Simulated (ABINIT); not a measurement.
# Quasiparticle gap of KI (Fm-3m) in ABINIT, part 2 of 3

How does a plane-wave GW calculation on KI (Fm-3m) run from the first input to the gap?

ABINIT 10.8.3; PBE and many-body steps on it, plane waves. Known limits of the many-body steps: not at the basis limit; no spin-orbit coupling; coarse k mesh.

So far. Step 2 (Ground state): The gap is direct, at Γ.

### Step 3. Bands along the symmetry lines

Level of this step: DFT, PBE, plane waves, norm-conserving pseudopotentials (ABINIT).

The cheap functional maps the bands first; the places of the edges decide which points the dearer methods must see.

Contents of run.abi:

```
acell 3*1.0 Angstrom
rprim 
  0.000000000000 3.532775000000 3.532775000000
  3.532775000000 0.000000000000 3.532775000000
  3.532775000000 3.532775000000 -0.000000000000
ntypat 2
znucl 19 53
natom 2
typat 1 2
xred 
  0.000000000000 0.000000000000 0.000000000000
  0.500000000000 0.500000000000 0.500000000000
pp_dirpath "pseudos"
pseudos "K.upf, I.upf"
ecut 33
iscf -2
irdden 1
kptopt 0
nkpt 50
kpt 
  0.00000000 0.00000000 0.00000000
  0.06250000 0.00000000 0.06250000
  0.12500000 0.00000000 0.12500000
  0.18750000 0.00000000 0.18750000
  0.25000000 0.00000000 0.25000000
  0.31250000 0.00000000 0.31250000
  0.37500000 0.00000000 0.37500000
  0.43750000 0.00000000 0.43750000
  0.50000000 0.00000000 0.50000000
  0.51562500 0.03125000 0.51562500
  0.53125000 0.06250000 0.53125000
  0.54687500 0.09375000 0.54687500
  0.56250000 0.12500000 0.56250000
  0.57812500 0.15625000 0.57812500
  0.59375000 0.18750000 0.59375000
  0.60937500 0.21875000 0.60937500
  0.62500000 0.25000000 0.62500000
  0.37500000 0.37500000 0.75000000
  0.32812500 0.32812500 0.65625000
  0.28125000 0.28125000 0.56250000
  0.23437500 0.23437500 0.46875000
  0.18750000 0.18750000 0.37500000
  0.14062500 0.14062500 0.28125000
  0.09375000 0.09375000 0.18750000
  0.04687500 0.04687500 0.09375000
  0.00000000 0.00000000 0.00000000
  0.06250000 0.06250000 0.06250000
  0.12500000 0.12500000 0.12500000
  0.18750000 0.18750000 0.18750000
  0.25000000 0.25000000 0.25000000
  0.31250000 0.31250000 0.31250000
  0.37500000 0.37500000 0.37500000
  0.43750000 0.43750000 0.43750000
  0.50000000 0.50000000 0.50000000
  0.50000000 0.46875000 0.53125000
  0.50000000 0.43750000 0.56250000
  0.50000000 0.40625000 0.59375000
  0.50000000 0.37500000 0.62500000
  0.50000000 0.34375000 0.65625000
  0.50000000 0.31250000 0.68750000
  0.50000000 0.28125000 0.71875000
  0.50000000 0.25000000 0.75000000
  0.50000000 0.21875000 0.71875000
  0.50000000 0.18750000 0.68750000
  0.50000000 0.15625000 0.65625000
  0.50000000 0.12500000 0.62500000
  0.50000000 0.09375000 0.59375000
  0.50000000 0.06250000 0.56250000
  0.50000000 0.03125000 0.53125000
  0.50000000 0.00000000 0.50000000
istwfk *1
nband 15
nbdbuf 2
tolwfr 1e-08
nstep 40
prtwf 0
prtvol 0
indata_prefix "in"
outdata_prefix "out"
tmpdata_prefix "tmp"
```

Started as:

```
OMP_NUM_THREADS=1 mpirun -n 4 abinit run.abi > log
```

Numbers of over 12 decimals in the logs are rounded to 6 here.

What it wrote:

```text
.Version 10.8.3 of ABINIT. v10.8.2 released Aug 2026.

 Symmetries : space group Fm -3 m (#225); Bravais cF (face-center cubic)
[... echo of the input left out ...]
== DATASET  1 ==================================================================
-   mpi_nproc: 4, omp_nthreads: 1 (-1 if OMP is not activated)

--- !DatasetInfo
iteration_state: {dtset: 1, }
dimensions: {natom: 2, nkpt: 50, mband: 15, nsppol: 1, nspinor: 1, nspden: 1, mpw: 5434, }
cutoff_energies: {ecut:  33.0, pawecutdg:  -1.0, }
electrons: {nelect:   1.60000000E+01, charge:   0.00000000E+00, occopt:   1.00000000E+00, tsmear:   1.00000000E-02, }

 Real(R)+Recip(G) space primitive vectors, cartesian coordinates (Bohr,Bohr^-1):
 R(1)=  0.0000000  6.6759772  6.6759772  G(1)= -0.0748954  0.0748954  0.0748954
 R(2)=  6.6759772  0.0000000  6.6759772  G(2)=  0.0748954 -0.0748954  0.0748954
 R(3)=  6.6759772  6.6759772  0.0000000  G(3)=  0.0748954  0.0748954 -0.0748954
 Unit cell volume ucvol=  5.9507887E+02 bohr^3
 Angles (23,13,12)=  6.00000000E+01  6.00000000E+01  6.00000000E+01 degrees

 getcut: wavevector=  0.0000  0.0000  0.0000  ngfft=  50  50  50
         ecut(hartree)=     33.000   => boxcut(ratio)=   2.04876

--- Pseudopotential description ------------------------------------------------
- K Generated using ONCVPSP code by D. R. Hamann
- 19.00000   9.00000  171031                  znucl, zion, pspdat
12 -101130 2 -1 2222                          pspcod,pspxc,lmax,lloc,mmax
     nproj     2     2     2
  pspatm : epsatm=    8.42413758
         --- l  ekb(1:nproj) -->
             0   10.871123    0.806704
             1    4.379001    0.553647
             2   -3.405842   -1.029115
 pspatm: atomic psp has been read  and splines computed

- I Generated using ONCVPSP code by D. R. Hamann
- 53.00000   7.00000  171031                  znucl, zion, pspdat
12 -101130 2 -1 1196                          pspcod,pspxc,lmax,lloc,mmax
     nproj     2     2     2
  pspatm : epsatm=   19.17056757
         --- l  ekb(1:nproj) -->
[...]
pspatm: atomic psp has been read  and splines computed

--------------------------------------------------------------------------------

================================================================================
 prteigrs : about to open file out_EIG
 Non-SCF case, kpt    1 (  0.00000  0.00000  0.00000), residuals and eigenvalues=
  5.37E-09  2.67E-09  4.64E-09  9.40E-09  4.74E-09  2.52E-09  6.27E-09  7.47E-09
  8.38E-09  9.04E-09  8.83E-09  4.72E-09  9.54E-09  7.63E-09  6.78E-09
 -1.0430E+00 -4.3616E-01 -4.3616E-01 -4.3616E-01 -3.8166E-01  4.3563E-03
  4.3563E-03  4.3563E-03  1.4997E-01  2.4342E-01  2.4342E-01  2.4342E-01
[...]
Non-SCF case, kpt    2 (  0.06250  0.00000  0.06250), residuals and eigenvalues=
  5.86E-09  5.62E-09  3.55E-09  7.76E-09  2.58E-09  5.97E-09  4.57E-09  7.00E-09
[...]
4.90E-09  4.19E-09  4.83E-09  7.10E-09  5.33E-09  9.61E-09  6.21E-09  4.97E-09
  8.77E-09  9.27E-09  2.45E-09  5.00E-09  8.16E-09  8.00E-09  2.97E-07
[...]
Non-SCF case, kpt   49 (  0.50000  0.03125  0.53125), residuals and eigenvalues=
[...]
Non-SCF case, kpt   50 (  0.50000  0.00000  0.50000), residuals and eigenvalues=
[...]
-1.0429E+00 -4.3783E-01 -4.3684E-01 -4.3684E-01 -3.7641E-01 -3.2245E-02
 -9.0923E-03 -9.0923E-03  1.8588E-01  2.1643E-01  3.0214E-01  3.2412E-01
[...]
--- !ResultsGS
iteration_state: {dtset: 1, }
comment   : Summary of ground state results
lattice_vectors:
- [  0.0000000,   6.6759772,   6.6759772, ]
- [  6.6759772,   0.0000000,   6.6759772, ]
- [  6.6759772,   6.6759772,  -0.0000000, ]
lattice_lengths: [   9.44126,    9.44126,    9.44126, ]
lattice_angles: [ 60.000,  60.000,  60.000, ] # degrees, (23, 13, 12)
lattice_volume:   5.9507887E+02
convergence: {deltae:  0.000E+00, res2:  0.000E+00, residm:  9.989E-09, diffor:  0.000E+00, }
etotal    :  -4.31025253E+01
entropy   :   0.00000000E+00
fermie    :   4.35632526E-03
cartesian_stress_tensor: null
pressure_GPa: null
xred      :
- [  0.0000E+00,   0.0000E+00,   0.0000E+00,  K]
- [  5.0000E-01,   5.0000E-01,   5.0000E-01,  I]
cartesian_forces: null
force_length_stats: {min: null, max: null, mean: null, }

 Integrated electronic density in atomic spheres:
 ------------------------------------------------
 Atom  Sphere_radius  Integrated_density
[...]
================================================================================

 ----iterations are completed or convergence reached----

 Mean square residual over all n,k,spin=   64.626E-10; max=  99.885E-10
 reduced coordinates (array xred) for    2 atoms
       0.000000000000      0.000000000000      0.000000000000
       0.500000000000      0.500000000000      0.500000000000

 cartesian coordinates (angstrom) at end:
    1      0.000000     0.000000     0.000000
    2      3.532775     3.532775     3.532775
 length scales=  1.889726125908  1.889726125908  1.889726125908 bohr
              =  1.000000000000  1.000000000000  1.000000000000 angstroms
 prteigrs : about to open file out_EIG
 Eigenvalues (hartree) for nkpt=  50  k points:
 kpt#   1, nband= 15, wtk=  1.00000, kpt=  0.0000  0.0000  0.0000 (reduced coord)
[...]
kpt#   2, nband= 15, wtk=  1.00000, kpt=  0.0625  0.0000  0.0625 (reduced coord)
[...]
kpt#   3, nband= 15, wtk=  1.00000, kpt=  0.1250  0.0000  0.1250 (reduced coord)
[...]
kpt#  49, nband= 15, wtk=  1.00000, kpt=  0.5000  0.0313  0.5313 (reduced coord)
  -1.04290   -0.43782   -0.43688   -0.43685   -0.37633   -0.03208   -0.00944   -0.00939
   0.18689    0.21750    0.30266    0.32353    0.32502    0.35623    0.35769
 kpt#  50, nband= 15, wtk=  1.00000, kpt=  0.5000  0.0000  0.5000 (reduced coord)
  -1.04290   -0.43783   -0.43684   -0.43684   -0.37641   -0.03225   -0.00909   -0.00909
   0.18588    0.21643    0.30214    0.32412    0.32811    0.35619    0.35619

== END DATASET(S) ==============================================================
================================================================================

 -outvars: echo values of variables after computation  --------
            nband          15
             nkpt          50
          spgroup         225
 [... the other variables as echoed above ...]

 Calculation completed.
```

It took 20 s on 4 MPI ranks of Arm Neoverse V2, shared host; peak memory 0.34 GiB.

This step gave:

- gap: 3.962 eV
- k of the valence top: 0, 0, 0
- k of the conduction bottom: 0, 0, 0
- least direct gap: 3.962 eV

The gap is 3.962 eV, as in the run before at this level.

Electronic bands along the path, in eV, zero at the top of the highest filled band; v1 is the highest filled band, c1 the lowest empty one:

```tsv
point	v4	v3	v2	v1	c1	c2	c3	c4
Γ	-10.50	0.00	0.00	0.00	3.96	6.51	6.51	6.51
halfway	-10.37	-0.78	-0.21	-0.21	5.29	5.53	7.61	7.90
X	-10.36	-1.00	-0.37	-0.37	4.94	5.77	8.10	8.70
halfway	-10.34	-0.96	-0.49	-0.37	5.14	6.01	8.21	8.34
U	-10.31	-0.85	-0.75	-0.38	5.62	6.64	7.63	8.28
jump to K	-10.31	-0.85	-0.75	-0.38	5.62	6.64	7.63	8.28
halfway	-10.33	-0.87	-0.30	-0.24	5.54	6.29	7.21	7.41
Γ	-10.50	0.00	0.00	0.00	3.96	6.51	6.51	6.51
halfway	-10.36	-0.76	-0.18	-0.18	5.06	6.58	7.12	7.12
L	-10.23	-1.32	-0.34	-0.34	5.52	7.72	8.16	8.16
halfway	-10.26	-1.10	-0.54	-0.39	6.04	6.86	7.39	8.28
W	-10.30	-0.73	-0.73	-0.60	6.47	6.47	6.64	8.19
halfway	-10.33	-0.92	-0.49	-0.48	5.36	6.17	7.89	8.32
X	-10.36	-1.00	-0.37	-0.37	4.94	5.77	8.10	8.70
```

The electronic bands as a text plot (rows in eV, shown from -8.0 to 7.2 only):

```
    6.9 |++++             ++++  ++++++++ ++++++      ++++++++
    6.3 |++++          +++ ++++++++++++++++++         +++++++++
    5.6 |    ++++++++++  ++     +              +++++++      ++ ++
    5.0 |    ++++++++++++        ++        ++++               +++
    4.4 | +++                      +++  +++
    3.7 |+                            ++
    3.1 |
    2.5 |
    1.8 |
    1.2 |
    0.6 |
   -0.1 |*********************************************          *
   -0.7 |    **********************        ****     *************
   -1.3 |                   **                 ********
   -2.0 |
   -2.6 |
   -3.2 |
   -3.9 |
   -4.5 |
   -5.1 |
   -5.8 |
   -6.4 |
   -7.0 |
   -7.7 |
         Γ           X  U|K            Γ         L        W     X
```

### Step 4. Empty states on the mesh, 2×2×2 mesh, 72 bands

The sums over transitions need many empty states on a uniform mesh; this step solves for them.

Contents of run.abi:

```
acell 3*1.0 Angstrom
rprim 
  0.000000000000 3.532775000000 3.532775000000
  3.532775000000 0.000000000000 3.532775000000
  3.532775000000 3.532775000000 -0.000000000000
ntypat 2
znucl 19 53
natom 2
typat 1 2
xred 
  0.000000000000 0.000000000000 0.000000000000
  0.500000000000 0.500000000000 0.500000000000
pp_dirpath "pseudos"
pseudos "K.upf, I.upf"
ecut 33
ngkpt 2 2 2
nshiftk 1
shiftk 0 0 0
kptopt 1
chksymbreak 0
iscf -2
irdden 1
istwfk *1
nband 72
nbdbuf 6
tolwfr 1e-09
nstep 60
prtvol 0
indata_prefix "in"
outdata_prefix "out"
tmpdata_prefix "tmp"
```

What it wrote:

```text
.Version 10.8.3 of ABINIT. v10.8.2 released Aug 2026.

 Symmetries : space group Fm -3 m (#225); Bravais cF (face-center cubic)
[... echo of the input left out ...]
== DATASET  1 ==================================================================
-   mpi_nproc: 4, omp_nthreads: 1 (-1 if OMP is not activated)
-    --> not optimal distribution: autoparal keyword recommended in input file <--

--- !DatasetInfo
iteration_state: {dtset: 1, }
dimensions: {natom: 2, nkpt: 3, mband: 72, nsppol: 1, nspinor: 1, nspden: 1, mpw: 5434, }
cutoff_energies: {ecut:  33.0, pawecutdg:  -1.0, }
electrons: {nelect:   1.60000000E+01, charge:   0.00000000E+00, occopt:   1.00000000E+00, tsmear:   1.00000000E-02, }

 Real(R)+Recip(G) space primitive vectors, cartesian coordinates (Bohr,Bohr^-1):
 R(1)=  0.0000000  6.6759772  6.6759772  G(1)= -0.0748954  0.0748954  0.0748954
 R(2)=  6.6759772  0.0000000  6.6759772  G(2)=  0.0748954 -0.0748954  0.0748954
 R(3)=  6.6759772  6.6759772  0.0000000  G(3)=  0.0748954  0.0748954 -0.0748954
 Unit cell volume ucvol=  5.9507887E+02 bohr^3
 Angles (23,13,12)=  6.00000000E+01  6.00000000E+01  6.00000000E+01 degrees

 getcut: wavevector=  0.0000  0.0000  0.0000  ngfft=  50  50  50
         ecut(hartree)=     33.000   => boxcut(ratio)=   2.04876

--- Pseudopotential description ------------------------------------------------
- K Generated using ONCVPSP code by D. R. Hamann
- 19.00000   9.00000  171031                  znucl, zion, pspdat
12 -101130 2 -1 2222                          pspcod,pspxc,lmax,lloc,mmax
     nproj     2     2     2
  pspatm : epsatm=    8.42413758
         --- l  ekb(1:nproj) -->
             0   10.871123    0.806704
             1    4.379001    0.553647
             2   -3.405842   -1.029115
 pspatm: atomic psp has been read  and splines computed

- I Generated using ONCVPSP code by D. R. Hamann
- 53.00000   7.00000  171031                  znucl, zion, pspdat
12 -101130 2 -1 1196                          pspcod,pspxc,lmax,lloc,mmax
     nproj     2     2     2
  pspatm : epsatm=   19.17056757
         --- l  ekb(1:nproj) -->
[...]
pspatm: atomic psp has been read  and splines computed

--------------------------------------------------------------------------------

================================================================================
 prteigrs : about to open file out_EIG
 Non-SCF case, kpt    1 (  0.00000  0.00000  0.00000), residuals and eigenvalues=
  5.15E-10  3.31E-10  5.70E-10  9.29E-10  8.63E-10  2.21E-10  3.35E-10  4.70E-10
  3.97E-10  1.15E-10  2.47E-10  4.77E-10  3.30E-10  6.67E-10  3.71E-10  3.91E-10
  6.84E-10  9.14E-10  1.78E-10  2.77E-10  7.25E-10  3.77E-10  7.24E-10  3.59E-10
[...]
-1.0430E+00 -4.3616E-01 -4.3616E-01 -4.3616E-01 -3.8166E-01  4.3563E-03
  4.3563E-03  4.3563E-03  1.4997E-01  2.4342E-01  2.4342E-01  2.4342E-01
  2.6985E-01  2.6985E-01  3.6592E-01  4.7509E-01  4.7509E-01  4.7509E-01
[...]
1.2819E+00  1.3457E+00  1.3457E+00  1.3457E+00  1.4369E+00  1.4369E+00
  1.4369E+00  1.5832E+00  1.6917E+00  1.6919E+00  1.6927E+00  1.7369E+00
 prteigrs : prtvol=0 or 1, do not print more k-points.

--- !ResultsGS
iteration_state: {dtset: 1, }
comment   : Summary of ground state results
lattice_vectors:
- [  0.0000000,   6.6759772,   6.6759772, ]
- [  6.6759772,   0.0000000,   6.6759772, ]
- [  6.6759772,   6.6759772,  -0.0000000, ]
lattice_lengths: [   9.44126,    9.44126,    9.44126, ]
lattice_angles: [ 60.000,  60.000,  60.000, ] # degrees, (23, 13, 12)
lattice_volume:   5.9507887E+02
convergence: {deltae:  0.000E+00, res2:  0.000E+00, residm:  9.997E-10, diffor:  0.000E+00, }
etotal    :  -4.31025253E+01
entropy   :   0.00000000E+00
fermie    :   4.35632526E-03
cartesian_stress_tensor: null
pressure_GPa: null
xred      :
- [  0.0000E+00,   0.0000E+00,   0.0000E+00,  K]
- [  5.0000E-01,   5.0000E-01,   5.0000E-01,  I]
cartesian_forces: null
force_length_stats: {min: null, max: null, mean: null, }

 Integrated electronic density in atomic spheres:
 ------------------------------------------------
 Atom  Sphere_radius  Integrated_density
[...]
================================================================================

 ----iterations are completed or convergence reached----

 Mean square residual over all n,k,spin=   49.742E-11; max=  99.969E-11
 reduced coordinates (array xred) for    2 atoms
       0.000000000000      0.000000000000      0.000000000000
       0.500000000000      0.500000000000      0.500000000000

 cartesian coordinates (angstrom) at end:
    1      0.000000     0.000000     0.000000
    2      3.532775     3.532775     3.532775
 length scales=  1.889726125908  1.889726125908  1.889726125908 bohr
              =  1.000000000000  1.000000000000  1.000000000000 angstroms
 prteigrs : about to open file out_EIG
 Eigenvalues (hartree) for nkpt=   3  k points:
 kpt#   1, nband= 72, wtk=  0.12500, kpt=  0.0000  0.0000  0.0000 (reduced coord)
[...]
1.21946    1.21946    1.23747    1.23747    1.28192    1.34569    1.34569    1.34569
   1.43690    1.43690    1.43690    1.58325    1.69175    1.69188    1.69271    1.73691
 prteigrs : prtvol=0 or 1, do not print more k-points.

== END DATASET(S) ==============================================================
================================================================================

 -outvars: echo values of variables after computation  --------
            nband          72
             nkpt           3
          spgroup         225
 [... the other variables as echoed above ...]

 Calculation completed.
```

Run time: 11 s. Hardware: 4 MPI ranks; peak memory 0.3 GiB.

This step gave:

| Quantity | Value |
| --- | --- |
| gap | 3.962 eV |
| k of the valence top | 0, 0, 0 |
| k of the conduction bottom | 0, 0, 0 |
| least direct gap | 3.962 eV |
| k points computed | 3 |
| lowest point of the top converged band, above the valence top | 38.98 eV |

On this mesh the gap is 3.962 eV.

### Step 5. Screening, 2×2×2 mesh, 66 bands, screening to 106.1 eV

The RPA dielectric matrix is built and inverted for each q.

This step: RPA screening on PBE, plane waves, norm-conserving pseudopotentials.

Edit run.abi of step 4 so:

```diff
@@ -20,10 +20,11 @@
 chksymbreak 0
-iscf -2
-irdden 1
 istwfk *1
-nband 72
-nbdbuf 6
-tolwfr 1e-09
-nstep 60
-prtvol 0
+occopt 1
+irdwfk 1
+optdriver 3
+nband 66
+ecuteps 3.9
+inclvkb 2
+awtr 1
+symchi 1
 indata_prefix "in"
```

What it wrote:

```text
.Version 10.8.3 of ABINIT. v10.8.2 released Aug 2026.

 Symmetries : space group Fm -3 m (#225); Bravais cF (face-center cubic)
[... echo of the input left out ...]
== DATASET  1 ==================================================================
-   mpi_nproc: 4, omp_nthreads: 1 (-1 if OMP is not activated)

--- !DatasetInfo
iteration_state: {dtset: 1, }
dimensions: {natom: 2, nkpt: 3, mband: 66, nsppol: 1, nspinor: 1, nspden: 1, mpw: 5434, }
cutoff_energies: {ecut:  33.0, pawecutdg:  -1.0, }
electrons: {nelect:   1.60000000E+01, charge:   0.00000000E+00, occopt:   1.00000000E+00, tsmear:   1.00000000E-02, }

 SCREENING: Calculation of the susceptibility and dielectric matrices

 Based on a program developped by R.W. Godby, V. Olevano, G. Onida, and L. Reining.
 Incorporated in ABINIT by V. Olevano, G.-M. Rignanese, and M. Torrent.
.Using double precision arithmetic ; gwpc =  8

[... cell and pseudopotentials left out ...]
--------------------------------------------------------------------------------

 ==== K-mesh for the wavefunctions ====
 Number of points in the irreducible wedge :     3
[... list of points left out ...]
 Together with 48 symmetry operations and time-reversal symmetry
 yields     8 points in the full Brillouin Zone.

 ==== Q-mesh for the screening function ====
 Number of points in the irreducible wedge :     3
[... list of points left out ...]
 Together with 48 symmetry operations and time-reversal symmetry
 yields     8 points in the full Brillouin Zone.

 setmesh: FFT mesh size selected  =    36x   36x   36
          total number of points  =        46656

 vcoul_init : cutoff-mode = AUXILIARY_FUNCTION
 q-points for optical limit:   1
     1)      0.000010    0.000020    0.000030

- screening: taking advantage of time-reversal symmetry
- Maximum band index for partially occupied states nbvw = 8
- Remaining bands to be divided among processors   nbcw = 58
- Number of bands treated by each node ~14

 Number of electrons calculated from density =   16.0000; Expected =   16.0000
 average of density, n =  0.026887
 r_s =    2.0707
 omega_plasma =   15.8172 [eV]

 calculating chi0 at frequencies [eV] :
  1    0.000000E+00    0.000000E+00
  2    0.000000E+00    1.581715E+01

--------------------------------------------------------------------------------
  q-point number  1        q = ( 0.000000, 0.000000, 0.000000) [r.l.u.]
--------------------------------------------------------------------------------
[... chi0 elements left out ...]
 For q-point:  0.000010 0.000020 0.000030
  dielectric constant =   3.3325
  dielectric constant without local fields =   4.0424

  Average fulfillment of the sum rule on Im[epsilon] for q-point    1 :     67.91  [%]
[... wings left out ...]
  q-point number  2        q = ( 0.500000, 0.000000, 0.000000) [r.l.u.]
--------------------------------------------------------------------------------
[... chi0 elements left out ...]
  Average fulfillment of the sum rule on Im[epsilon] for q-point    2 :     76.64  [%]

 [... 1 further q-points ...]
```

The job ended after 3.4 s (4 MPI ranks; peak memory 0.61 GiB).

Numbers from this step:

| Quantity | Value |
| --- | --- |
| ε∞ with local fields, on this mesh, along the program's q direction | 3.333 |
| the same without local fields | 4.042 |
| plasma frequency | 15.82 eV |
| plane waves in the screening matrix | 229 |

Local fields lower ε∞ by 18 %. On a Γ-centred mesh this coarse the value itself is usually too large, while a short band sum pulls it down.

(Continued in part 3 of 3.)

[Paths, hosts, dates, memory and timing lines, banners, echoed tables and standing remarks are left out of the program output.]

[Logs are printed without paths, hosts, clocks, repeated set-up lines and the standing remarks that a program may print on its own settings, such as how far it seeks lower states.]

[Runs of the session that timed out or met a known fault of the program may be left out.]

[Hosts, paths, dates, database ids (printed as entryN), source tags and the programs' standing remarks are cut or masked in the printed files.]

[G0W0 gaps are taken among the corrected bands and points alone; a level outside them can change the order at an edge.]

[Where Ansatz stands beside ABINIT at settings called matched, ABINIT's density can come from a denser mesh and the files from another edition; pairs whose starting gaps differed by over 0.03 eV were left out, so agreement reads better than it is.]
